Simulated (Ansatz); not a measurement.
**AgGeF3 (model cell, started as cubic perovskite with Ge in the octahedra): a soft mode frozen in**

Which phase does AgGeF3 (model cell, started as cubic perovskite with Ge in the octahedra) fall into along its unstable mode, and how much energy does it gain?

Calculated with Ansatz 0.2.0; DFT PBEsol, scalar-relativistic, plane waves, PAW; PAW set soft_1.

The structure was built from a prototype and need not be the compound's stable phase.

### Step 1. Set-up

It takes space group Pm-3m (No. 221, cubic). Conventional cell: a = 4.264 Å, b = 4.264 Å, c = 4.264 Å, α = 90.00°, β = 90.00°, γ = 90.00°. Ag has 12 F at 3.02 Å nearest. Nearest to Ge lie 6 F at 2.13 Å. F has 2 Ge at 2.13 Å nearest. Farther neighbours and most contacts between anions are not listed.

As a file:

```cif
data_structure
_symmetry_space_group_name_H-M 'P 1'
_symmetry_Int_Tables_number 1
_cell_length_a 4.2640
_cell_length_b 4.2640
_cell_length_c 4.2640
_cell_angle_alpha 90.000
_cell_angle_beta 90.000
_cell_angle_gamma 90.000
_cell_volume 77.53
loop_
_atom_site_label
_atom_site_type_symbol
_atom_site_fract_x
_atom_site_fract_y
_atom_site_fract_z
_atom_site_occupancy
Ag1 Ag 0.00000 0.00000 0.00000 1
Ge2 Ge 0.50000 0.50000 0.50000 1
F3 F 0.50000 0.50000 0.00000 1
F4 F 0.50000 0.00000 0.50000 1
F5 F 0.00000 0.50000 0.50000 1
```

### Step 2. Response at finite wavevector

The cell comes from relaxations at this level that are not shown. Stability and thermal properties need the whole zone. Linear response on a 4×4×4 q mesh gives force constants as far as a supercell of that size would.

The input, input.yaml:

```yaml
crystal:
  lattice:
    - [4.2639971677, 0.0, 0.0]
    - [0.0, 4.2639971677, 0.0]
    - [0.0, 0.0, 4.2639971677]
  atoms:
    - { symbol: Ag, position: [0.0, 0.0, 0.0] }
    - { symbol: Ge, position: [0.5, 0.5, 0.5] }
    - { symbol: F, position: [0.5, 0.5, 0.0] }
    - { symbol: F, position: [0.5, 0.0, 0.5] }
    - { symbol: F, position: [0.0, 0.5, 0.5] }
kpoints:
  mp_grid: { grid: [8, 8, 8] }
hamiltonian:
  xc: pbesol
  pseudopotentials: { kind: paw, azcp: { folder: soft_1 }, xc_functional: pbe }
scf:
  occupations: { method: methfessel_paxton, width: 0.2 }
output:
  eigenvalues: true
phonons:
  method: dfpt
  qmesh: [4, 4, 4]
  temperatures: { t_max: 1000, t_step: 50 }
  qpath:
    path:
      - [[0.0, 0.0, 0.0], [0.0, 0.5, 0.0], [0.5, 0.5, 0.0], [0.0, 0.0, 0.0], [0.5, 0.5, 0.5], [0.0, 0.5, 0.0]]
      - [[0.5, 0.5, 0.5], [0.5, 0.5, 0.0]]
    npoints: 10
```

The run is started by

```sh
> ansatz run input.yaml --threads 4 --pin off --max-ram 16384MiB --backend cpu --events-out ev --progress --plain --runs-dir out
```

Numbers of over 12 decimals in the logs are rounded to 6 here.

Output:

```text
Engine: ansatz 0.2.0, aarch64-unknown-linux-gnu
Pseudopotentials: kind: paw
Pseudopotential: Ag, paw, valence charge 19, recommended cutoff 420 eV (normal), soft_1/Ag.paw.azcp
Pseudopotential: Ge, paw, valence charge 14, recommended cutoff 420 eV (normal), soft_1/Ge.paw.azcp
Pseudopotential: F, paw, valence charge 7, recommended cutoff 420 eV (normal), soft_1/F.paw.azcp
Functional definition: PBEsol
  exchange = pbesol_x
  correlation = pbesol_c
Crystal: 5 atoms, lattice volume = 77.527 Å³
Basis set: ecut = 420 eV, 1503 PW (Γ), exchange–correlation on 60×60×60 points (8 copies of the dense FFT grid, shifted against one another)
Bands: 33, of which v1, the nominal top of the filled ones, is band 27 counted from 1 (26 counted from 0)
Symmetry: 48 space group operations
k-points: 35 of 512
Non-local potential: Ag, projectors of the file, l = 0: 3, l = 1: 2, l = 2: 2, l = 3: 1
Non-local potential: Ge, projectors of the file, l = 0: 2, l = 1: 2, l = 2: 3, l = 3: 1
Non-local potential: F, projectors of the file, l = 0: 2, l = 1: 2, l = 2: 1
PAW form: soft (Blöchl's): semilocal exchange-correlation on the pseudo side does not see the compensation charge
PAW frozen core: Ag, regenerated for the run's functional, and the local potential with it (the file was generated under x = pbe(κ = 0.804, μ = 0.219515), c = pbe(β = 0.066725))
PAW frozen core: Ge, regenerated for the run's functional, and the local potential with it (the file was generated under x = pbe(κ = 0.804, μ = 0.219515), c = pbe(β = 0.066725))
PAW frozen core: F, regenerated for the run's functional, and the local potential with it (the file was generated under x = pbe(κ = 0.804, μ = 0.219515), c = pbe(β = 0.066725))
PAW one-centre angular grid: Ag, 590 points (default); XC on 64 Gauss nodes
PAW one-centre angular grid: Ge, 590 points (default); XC on 64 Gauss nodes
PAW one-centre angular grid: F, 110 points (default); XC on 64 Gauss nodes
Initial density: superposition of atomic densities (chi_scale 0.1, normalization cell, long waves kept (reshape's long-wave potential 0.10 eV rms))
Initial wavefunctions: pseudopotential atomic-orbital guess
Functional: x = pbesol(κ = 0.804, μ = 0.123457), c = pbesol(β = 0.046)
SCF iter   1: F=—  HF=-14184.083028 eV  |F-HF|=—  |Δ(HF+E_count)|=         —  Δρ=2.14e-1  dr2=3.44e1  ethr=3.10e-3  ⟨swp⟩=5.1  Hψ=4193  notcnv=0
preconditioner: auto → LDOS  [metal: Δε(μ)=0.026 eV  Ē_g=17.234 eV  σ=0.200 eV  W_gap=0.11  n_scr=26 (ndim 8)  ℏωp=28.6 eV  f_vac=0.037  D(μ)=2.58/eV (n_scr^D=18)  β→1.0]
SCF iter   2: F=—  HF=-14177.868685 eV  |F-HF|=—  |Δ(HF+E_count)|=    6.21e0  S|Δr|=    0.00e0  Δρ=1.22e-1  dr2=6.55e0  ethr=3.10e-3  ⟨swp⟩=3.5  Hψ=2948  notcnv=0  defer=42
SCF iter   3: F=—  HF=-14175.877873 eV  |F-HF|=—  |Δ(HF+E_count)|=    1.99e0  S|Δr|=    0.00e0  Δρ=3.52e-2  dr2=8.56e-1  ethr=3.10e-3  ⟨swp⟩=2.7  Hψ=2604  notcnv=0  defer=38
SCF iter   4: F=—  HF=-14175.633581 eV  |F-HF|=—  |Δ(HF+E_count)|=   2.44e-1  S|Δr|=    0.00e0  Δρ=1.49e-2  dr2=1.10e-1  ethr=1.59e-3  ⟨swp⟩=2.2  Hψ=2523  notcnv=0  defer=40
SCF iter   5: F=—  HF=-14175.623871 eV  |F-HF|=—  |Δ(HF+E_count)|=   9.71e-3  S|Δr|=    0.00e0  Δρ=4.75e-3  dr2=1.30e-2  ethr=2.04e-4  ⟨swp⟩=2.1  Hψ=2320  notcnv=0  defer=40
SCF iter   6: F=—  HF=-14175.622963 eV  |F-HF|=—  |Δ(HF+E_count)|=   9.08e-4  S|Δr|=    0.00e0  Δρ=9.21e-4  dr2=5.74e-4  ethr=2.41e-5  ⟨swp⟩=2.0  Hψ=2030  notcnv=0  defer=40
SCF iter   7: F=—  HF=-14175.622875 eV  |F-HF|=—  |Δ(HF+E_count)|=   8.78e-5  S|Δr|=    0.00e0  Δρ=2.18e-4  dr2=2.85e-5  ethr=1.06e-6  ⟨swp⟩=2.1  Hψ=1855  notcnv=0  defer=40
SCF iter   8: F=—  HF=-14175.622834 eV  |F-HF|=—  |Δ(HF+E_count)|=   4.06e-5  S|Δr|=    0.00e0  Δρ=2.71e-5  dr2=6.86e-7  ethr=5.28e-8  ⟨swp⟩=2.0  Hψ=1874  notcnv=0  defer=40
SCF iter   9: F=—  HF=-14175.622847 eV  |F-HF|=—  |Δ(HF+E_count)|=   1.27e-5  S|Δr|=    0.00e0  Δρ=2.25e-6  dr2=2.26e-9  ethr=1.27e-9  ⟨swp⟩=2.3  Hψ=1834  notcnv=0  defer=40
SCF iter  10: F=—  HF=-14175.622847 eV  |F-HF|=—  |Δ(HF+E_count)|=   1.49e-9  S|Δr|=    0.00e0  Δρ=3.37e-7  dr2=6.96e-11  ethr=4.18e-12  ⟨swp⟩=2.0  Hψ=2054  notcnv=0  defer=40
SCF iter  11: F=-14175.622847 eV  HF=-14175.622847 eV  |F-HF|=3.64e-12  |Δ(HF+E_count)|=  3.64e-12  S|Δr|=    0.00e0  Δρ=3.41e-8  dr2=8.45e-13  ethr=1.00e-12  ⟨swp⟩=11.5  Hψ=5799  notcnv=0
SCF 1 converged in 11 iterations: F = -14175.622847 eV  dr2 = 8.45e-13
  greatest PAW one-centre occupation: 1.000 electrons in one spin orbital (limit 2), on the Ag atom at site 0 (counted from 0), in its partial waves of l = 0
Initial density: read from a saved state, or passed on in memory by an earlier SCF of this step, an earlier step, the calling program or the single point that the run made first
iter 1 solved again at ethr=9.70e-8 eV; its pass at ethr=3.10e-3 eV (dr2=5.24e-5 eV) is discarded
SCF iter   1: F=—  HF=-14175.622850 eV  |F-HF|=—  |Δ(HF+E_count)|=         —  Δρ=2.96e-7  dr2=1.98e-11  ethr=9.70e-8  ⟨swp⟩=3.0  Hψ=6949  notcnv=0
eigensolver tolerance schedule: the retry pair's looser diagonalisation over-reported the residual by 2639542.66 of it (diagonalisation noise at an unbounded share of the residual, at the tolerance the schedule requests for it); recorded, not acted on — ethr = c·dr2/N_el stays at c = 1.0e-1
preconditioner: auto → Kerker (q_TF=auto, 2.569 Å⁻¹)  [metal: Δε(μ)=0.091 eV  Ē_g=16.472 eV  σ=0.200 eV  W_gap=0.38  n_scr=26 (ndim 8)  ℏωp=28.6 eV  f_vac=0.059  D(μ)=0.42/eV (n_scr^D=0)]
SCF iter   2: F=—  HF=-14175.622847 eV  |F-HF|=—  |Δ(HF+E_count)|=   2.44e-6  S|Δr|=    0.00e0  Δρ=1.60e-7  dr2=8.04e-12  ethr=1.00e-12  ⟨swp⟩=3.9  Hψ=5322  notcnv=0
SCF iter   3: F=-14175.622847 eV  HF=-14175.622847 eV  |F-HF|=7.28e-12  |Δ(HF+E_count)|=  3.64e-12  S|Δr|=    0.00e0  Δρ=9.24e-8  dr2=2.16e-12  ethr=1.00e-12  ⟨swp⟩=1.0  Hψ=2450  notcnv=0
SCF 2 converged in 3 iterations: F = -14175.622847 eV  dr2 = 2.16e-12
phonons: the bands overlap, so this run is a metal and interpolates without the dipole-dipole term. If the crystal is really an insulator or semiconductor, its LO-TO splitting is missing
NSCF: frozen V_eff on 35 k-points
NSCF: frozen V_eff on 125 k-points
DFPT response loops at q = (0, 0, 0) (fractional): preconditioner auto → Kerker (q_TF=auto, 2.569 Å⁻¹) (partly filled bands, converged f_vac=0.059); β = 1.00, the filter's whole step (`scf.mixing.beta` (0.50) is not read by the response loops under this deck's `scf.mixing.preconditioner`; to damp them name `kerker` or `kerker_dos`, under which they read `scf.mixing.beta`, and type it under 1.00, their step now; both keys bind the ground state too); Broyden in place of MSR1
NSCF: frozen V_eff on 400 k-points
DFPT response loops at q = (0, 0, 0.25) (fractional): mixed as the last ones told, above
NSCF: frozen V_eff on 250 k-points
DFPT response loops at q = (0, 0, -0.5) (fractional): mixed as the last ones told, above
NSCF: frozen V_eff on 640 k-points
DFPT response loops at q = (0, 0.25, 0.25) (fractional): mixed as the last ones told, above
NSCF: frozen V_eff on 400 k-points
DFPT response loops at q = (0, 0.25, -0.5) (fractional): mixed as the last ones told, above
NSCF: frozen V_eff on 250 k-points
DFPT response loops at q = (0, -0.5, -0.5) (fractional): mixed as the last ones told, above
NSCF: frozen V_eff on 1024 k-points
DFPT response loops at q = (0.25, 0.25, 0.25) (fractional): mixed as the last ones told, above
NSCF: frozen V_eff on 640 k-points
DFPT response loops at q = (0.25, 0.25, -0.5) (fractional): mixed as the last ones told, above
NSCF: frozen V_eff on 400 k-points
DFPT response loops at q = (0.25, -0.5, -0.5) (fractional): mixed as the last ones told, above
NSCF: frozen V_eff on 250 k-points
DFPT response loops at q = (-0.5, -0.5, -0.5) (fractional): mixed as the last ones told, above
SCF converged after 11 iterations
Stability not checked: this state was not tested for a lower state beside it, because cold or Methfessel-Paxton smearing, or corrected tetrahedra, fill the levels in a way that the test cannot read (fill_not_monotonic; see scf.lower_state_search)
Free energy (F): -14175.622847 eV
Harris-Foulkes:  -14175.622847 eV  (|F-HF|=3.64e-12)
Internal energy: -14175.625374 eV  (E = F + TS)
E sigma→0 (E₀):  -14175.623479 eV
Entropy (-TS):   0.002527 eV (0.505 meV/atom)
Fermi energy:    7.438253 eV
--- Per-component energies (eV) ---
  E_band       = -652.131879
  E_kinetic    = 1148.905615
  E_local      = -6587.722434  (includes V_loc(G=0)·N_el)
  E_nonlocal   = 512.688931
  E_hartree    = 2913.098541
  E_xc         = -453.201625
  E_vxc        = -554.424781  (∫ρ·V_xc dr)
  E_paw        = -6448.323877  (= ΣΔE_a)
  E_vpaw       = -997.778604  (= ΣTr[D̂ρ^β])
  E_aug_tail   = 0.002313  (compensation charges beyond the density's cutoff)
  E_ewald      = -5262.440842
  E_core_change = 1.368006  (= ΣΔE_core)
  E_smearing   = 0.002527  (= −TS)
  E_closure    = 0.000000  (closes the sum)
  Σ components = -14175.622847   (vs F -14175.622847, Δ=0.00e0)
--- Band table (eV; the first three rows and the last of 35) ---
  k-point 0: bands = [... 23 lower, 3.4660, 3.6188, 3.6188, 3.6188, 6.8526, 13.6854, 13.6854, 13.6854, ... 2 higher]
  k-point 1: bands = [... 23 lower, 3.5492, 3.6204, 3.6830, 3.6830, 7.0311, 13.1912, 13.7015, 13.7015, ... 2 higher]
  k-point 2: bands = [... 23 lower, 3.7107, 3.8206, 3.8206, 3.9772, 7.4865, 12.2265, 13.7589, 13.7589, ... 2 higher]
  k-point 34: bands = [... 23 lower, 3.5355, 3.7252, 3.7252, 8.4998, 8.5914, 10.4562, 10.4562, 10.4562, ... 2 higher]
--- Phonons (Γ-DFPT): 4 representative perturbations + reference (Σ response iterations 13) ---
  ASR residual: 2.046e-5 → 0.000e0 eV/Å²; symmetrization residual: 7.723e-6 eV/Å²
  ASR residual per site (eV/Å²): 2.87e-6 1.89e-6 2.05e-5 2.05e-5 2.05e-5
  Γ frequencies (cm⁻¹): -189.93 -189.93 -189.93 -79.26 -79.26 -79.26 -76.32 -76.32 -76.32 0.00 0.00 0.00 122.23 122.23 122.23
--- Phonons (arbitrary-q DFPT): 10 irreducible q on the 4×4×4 mesh ---
  q = [0.0000, 0.0000, 0.0000] (star 1, of the zone-centre solve; hermiticity 7.49e-6, symmetrization 2.58e-11): -189.93 -189.93 -189.93 -79.26 -79.26 -79.26 -76.32 -76.32 -76.32 -0.00 -0.00 0.00 122.23 122.23 122.23
  q = [0.0000, 0.0000, 0.2500] (star 6, 9 solved perturbations in 1560 linear systems a pass and spin channel, the states on 200 of 512 k-point pairs; hermiticity 1.68e-6, symmetrization 7.96e-12): -187.43 -187.43 -108.01 -76.47 -76.47 -73.83 -73.83 -71.03 19.30 19.30 22.70 114.42 114.42 162.11 226.79
  q = [0.0000, 0.0000, -0.5000] (star 3, 9 solved perturbations in 975 linear systems a pass and spin channel, the states on 125 of 512 k-point pairs; hermiticity 5.46e-7, symmetrization 2.80e-12): -185.51 -185.51 -105.06 -75.12 -75.12 -70.61 -70.61 -62.59 24.72 43.14 43.14 102.43 102.43 227.36 325.50
  q = [0.0000, 0.2500, 0.2500] (star 12, 9 solved perturbations in 2460 linear systems a pass and spin channel, the states on 320 of 512 k-point pairs; hermiticity 1.39e-6, symmetrization 5.58e-13): -184.20 -114.81 -106.87 -88.36 -74.08 -69.28 -53.56 -25.33 7.11 74.38 107.12 149.66 167.58 224.67 235.16
  q = [0.0000, 0.2500, -0.5000] (star 12, 15 solved perturbations on 200 of 512 k-point pairs; hermiticity 5.62e-7, symmetrization 8.79e-14): -181.47 -122.21 -94.88 -84.88 -69.99 -66.26 -39.99 -31.88 21.90 96.47 103.08 159.57 228.06 229.08 326.30
  q = [0.0000, -0.5000, -0.5000] (star 3, 9 solved perturbations in 975 linear systems a pass and spin channel, the states on 125 of 512 k-point pairs; hermiticity 1.33e-6, symmetrization 1.20e-12): -177.88 -134.56 -89.33 -89.33 -57.88 -57.88 -41.27 10.33 10.33 88.29 134.28 224.33 224.33 322.55 343.04
  q = [0.2500, 0.2500, 0.2500] (star 8, 4 solved perturbations in 1376 linear systems a pass and spin channel, the states on 512 of 512 k-point pairs; hermiticity 3.96e-7, symmetrization 1.40e-12): -116.50 -116.50 -110.86 -60.93 -60.93 -54.35 -28.44 82.88 82.88 148.62 164.60 164.60 222.54 222.54 250.99
  q = [0.2500, 0.2500, -0.5000] (star 12, 9 solved perturbations in 2460 linear systems a pass and spin channel, the states on 320 of 512 k-point pairs; hermiticity 4.05e-7, symmetrization 2.49e-12): -124.28 -120.76 -115.72 -61.84 -61.28 -45.79 72.11 96.06 114.44 159.36 161.94 220.01 225.24 245.47 331.26
  q = [0.2500, -0.5000, -0.5000] (star 6, 9 solved perturbations in 1560 linear systems a pass and spin channel, the states on 200 of 512 k-point pairs; hermiticity 1.46e-6, symmetrization 4.38e-13): -135.82 -123.67 -123.67 -62.52 -62.52 -53.66 108.82 108.82 136.72 156.95 219.69 219.69 226.07 322.09 327.36
  q = [-0.5000, -0.5000, -0.5000] (star 1, 4 solved perturbations in 350 linear systems a pass and spin channel, the states on 125 of 512 k-point pairs; hermiticity 6.60e-7, symmetrization 3.02e-12): -137.10 -137.10 -137.10 -62.38 -62.38 -62.38 139.50 139.50 139.50 213.48 213.48 213.48 216.16 321.26 321.26
  sum rule: each row above includes the acoustic sum rule's correction from the zone centre's row sums; it moved no ω² by more than (0.54 cm⁻¹)²
  mesh force constants: q→R imaginary residual 1.26e-18; ASR residual 2.046e-5 → 0.000e0 eV/Å²; symmetrization residual 2.220e-15 eV/Å²
  interpolated dispersion: 62 rows × 15 modes
  density of states and harmonic sums: on the 16×16×16 q-mesh, interpolated from the force constants of a 4×4×4 supercell (no non-analytic term)
  largest difference from the sums on the solved wave vectors: F 1.12e-2 eV, S 1.61e-5 and C_V 1.77e-5 eV/K
  zero-point energy: 0.076095 eV/cell   skipped modes (ω ≤ 0): 1211, of them read as no rigid motion or as one in doubt: 1208 (7.239e0 modes/cell left out, lowest -189.93 cm⁻¹)   left out of the sums: 4.83e-1 of the cell's modes: C_V's classical limit lies that fraction below 3 k_B per atom; for a crystal, a wire or a layer, F and S can be off by more, and a phonons.interpolated_qmesh denser along its periods is the remedy for the sampling
```

Wall time 16 min (4 threads of Arm Neoverse V2, shared host); peak memory 2.8 GiB.

The column dr2 measures how far the density is from self-consistency, as an energy; F and HF (Harris–Foulkes) agree once it is small.

Numbers from this step:

| Property | Result |
| --- | --- |
| volume per atom | 15.51 Å³ |
| gap on the k-mesh | 0 eV |
| sum-rule residual before enforcement | 2.05e-5 eV/Å² |
| lowest frequency on the path | -189.9 cm⁻¹ |
| point group | m-3m |
| highest frequency on the path or at a solved wavevector | 344.4 cm⁻¹ |
| highest optical mode at the zone centre (no LO-TO term) | 122.2 cm⁻¹ |
| lowest optical zone-centre mode | -189.9 cm⁻¹ |
| lowest mode on the q mesh (acoustic modes at Γ apart) | -189.9 cm⁻¹ |

Frequencies (cm⁻¹) solved at each irreducible wavevector; negative means imaginary. Frequencies by wavevector, by row:

```csv
q in reciprocal lattice units,star,mode 1,mode 2,mode 3,mode 4,mode 13,mode 14,mode 15
0 0 0,1,-189.9,-189.9,-189.9,-79.3,122.2,122.2,122.2
0 0 0.25,6,-187.4,-187.4,-108,-76.5,114.4,162.1,226.8
0 0 -0.5,3,-185.5,-185.5,-105.1,-75.1,102.4,227.4,325.5
0 0.25 0.25,12,-184.2,-114.8,-106.9,-88.4,167.6,224.7,235.2
0 0.25 -0.5,12,-181.5,-122.2,-94.9,-84.9,228.1,229.1,326.3
0 -0.5 -0.5,3,-177.9,-134.6,-89.3,-89.3,224.3,322.6,343
0.25 0.25 0.25,8,-116.5,-116.5,-110.9,-60.9,222.5,222.5,251
0.25 0.25 -0.5,12,-124.3,-120.8,-115.7,-61.8,225.2,245.5,331.3
0.25 -0.5 -0.5,6,-135.8,-123.7,-123.7,-62.5,226.1,322.1,327.4
-0.5 -0.5 -0.5,1,-137.1,-137.1,-137.1,-62.4,216.2,321.3,321.3
```

Interpolated from a 4×4×4 q mesh. Phonon branches along the path, in cm⁻¹:

```csv
point,branch 1,branch 2,branch 3,branch 4,branch 12,branch 13,branch 14,branch 15
Γ,-190,-190,-190,-79,0,122,122,122
halfway,-187,-187,-108,-76,114,114,162,227
X,-186,-186,-105,-75,102,102,227,326
halfway,-182,-122,-95,-85,160,228,229,326
M,-178,-135,-89,-89,224,224,322,343
halfway,-184,-115,-107,-88,150,168,225,235
Γ,-190,-190,-190,-79,0,122,122,122
halfway,-116,-116,-111,-61,165,222,222,251
R,-137,-137,-137,-62,214,216,321,321
halfway,-124,-121,-116,-62,220,225,246,331
X,-186,-186,-105,-75,102,102,227,326
jump to R,-137,-137,-137,-62,214,216,321,321
halfway,-136,-124,-124,-62,220,226,322,327
M,-178,-135,-89,-89,224,224,322,343
```

Symmetry leaves 10 wavevectors to solve. The lowest mode among them, the acoustic zeros apart, lies at Γ and is imaginary, 189.9i cm⁻¹, so the energy falls along it.

### Step 3. The mode frozen in, largest atomic shift 0 Å

The mode followed lies at q = (0, 0, -0.5) with frequency 185.5i cm⁻¹ and is 2-fold degenerate, one of the unstable modes though not the softest. At small amplitude the distorted cell has space group no. 11 by a symmetry search on the positions. The undistorted cell that holds it gives the zero of energy on the same k mesh.

System of this step: AgGeF3 (model cell, started as cubic perovskite with Ge in the octahedra). Symmetry: Pm-3m, No. 221, cubic system. Conventional cell: a = 4.264 Å, b = 4.264 Å, c = 4.264 Å, α = 90.00°, β = 90.00°, γ = 90.00°. Nearest to Ag lie 12 F at 3.02 Å. Nearest to Ge lie 6 F at 2.13 Å. Nearest to F lie 2 Ge at 2.13 Å. Nearest to F lie 2 Ge at 2.13 Å. Farther neighbours and most contacts between anions are not listed.

The input, input.yaml:

```yaml
crystal:
  lattice:
    - [4.2639971677, 0.0, 0.0]
    - [0.0, 4.2639971677, 0.0]
    - [0.0, 0.0, 8.5279943354]
  atoms:
    - { symbol: Ag, position: [0.0, 0.0, 0.0] }
    - { symbol: Ag, position: [0.0, 0.0, 0.5] }
    - { symbol: Ge, position: [0.5, 0.5, 0.25] }
    - { symbol: Ge, position: [0.5, 0.5, 0.75] }
    - { symbol: F, position: [0.5, 0.5, 0.0] }
    - { symbol: F, position: [0.5, 0.5, 0.5] }
    - { symbol: F, position: [0.5, 0.0, 0.25] }
    - { symbol: F, position: [0.5, 0.0, 0.75] }
    - { symbol: F, position: [0.0, 0.5, 0.25] }
    - { symbol: F, position: [0.0, 0.5, 0.75] }
kpoints:
  mp_grid: { grid: [8, 8, 4] }
hamiltonian:
  xc: pbesol
  pseudopotentials: { kind: paw, azcp: { folder: soft_1 }, xc_functional: pbe }
scf:
  occupations: { method: methfessel_paxton, width: 0.2 }
output:
  forces: true
  stress: true
  eigenvalues: true
```

Output:

```text
[...]
Crystal: 10 atoms, lattice volume = 155.053 Å³
Basis set: ecut = 420 eV, 3013 PW (Γ), exchange–correlation on 60×60×120 points (8 copies of the dense FFT grid, shifted against one another)
Bands: 65, of which v1, the nominal top of the filled ones, is band 54 counted from 1 (53 counted from 0)
Symmetry: 32 space group operations
[...]
k-points: 45 of 256
[...]
k-point 0: bands = [... 50 lower, 3.8890, 3.9895, 3.9895, 5.4374, 6.8526, 8.1119, 11.4480, 12.3989, ... 7 higher]
  k-point 1: bands = [... 50 lower, 3.8409, 3.9423, 3.9423, 4.9710, 7.0311, 7.9568, 11.5145, 13.1867, ... 7 higher]
  k-point 2: bands = [... 50 lower, 3.8206, 3.8206, 3.9771, 3.9771, 7.4865, 7.4865, 12.2265, 12.2265, ... 7 higher]
  k-point 44: bands = [... 50 lower, 3.8100, 3.8100, 7.6081, 7.6081, 8.7197, 8.7197, 10.3117, 10.3117, ... 7 higher]
[key lines of the parts left out:]
SCF converged after 9 iterations
Free energy (F): -28351.245694 eV
Fermi energy:    7.438259 eV
P = ⅓ Tr σ = 0.0089 GPa (0.089 kbar)
```

The job ended after 6.6 s (4 threads; peak memory 0.66 GiB; 26 s of CPU time).

Numbers from this step:

| Quantity | Value |
| --- | --- |
| pressure | 0.008918 GPa |
| energy from the undistorted cell | 0 meV/atom |

The run ends at a pressure of 0.01 GPa.

[end of part 1 of 3]

[Logs are printed without paths, hosts, clocks, repeated set-up lines and the standing remarks that a program may print on its own settings, such as how far it seeks lower states.]

[Hosts, paths, dates, database ids (printed as entryN), source tags and the programs' standing remarks are cut or masked in the printed files.]
